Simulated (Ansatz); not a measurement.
The compound is RbOsF3 (cubic perovskite) (Pm-3m).

The structure was built from a prototype and need not be the compound's stable phase.

```
Rb Os F
1.0
     0.00000   -4.29920    0.00000
     0.00000    0.00000    4.29920
    -4.29920    0.00000    0.00000
Rb Os F
1 1 3
Direct
  0.00000 0.00000 0.00000
  0.50000 0.50000 0.50000
  0.50000 0.50000 0.00000
  0.50000 0.00000 0.50000
  0.00000 0.50000 0.50000
```

The structure was relaxed with PBE. The structure type comes from a generator and need not be one that this composition takes. The structure was generated from a model, not taken from a measurement. The runs that relaxed it are not among those shown. The program's search for lower electronic states was switched off, so nothing shows that the state found is the lowest. Spin-orbit coupling is left out unless a run names it. PAW set soft_2, made with PBE.

A constrained-RPA run (Ansatz 0.2.0; non-magnetic PBE; Os d, bands v3 to c2, 4×4×4 mesh, medium accuracy) builds 5 functions on bands 4.6 eV wide, with 6.0 electrons in the window. The bare on-site interaction is 12.8 eV and the bare J 0.47 eV.

**Question.** What U and J survive the screening?

On the Os d shell, U = 4.84 eV (38 % of the bare value), U′ = 4.10 eV, J = 0.34 eV.

The parent state is non-magnetic and the interaction static (zero frequency); U depends on the window and the orbitals, so it belongs to this model alone. Spin-orbit coupling, which is strong for atoms this heavy, is left out.

[Paths, hosts, dates, memory and timing lines, banners, echoed tables and standing remarks are left out of the program output.]

[Logs are printed without paths, hosts, clocks, repeated set-up lines and the standing remarks that a program may print on its own settings, such as how far it seeks lower states.]

[Runs of the session that timed out or met a known fault of the program may be left out.]

[Hosts, paths, dates, database ids (printed as entryN), source tags and the programs' standing remarks are cut or masked in the printed files.]
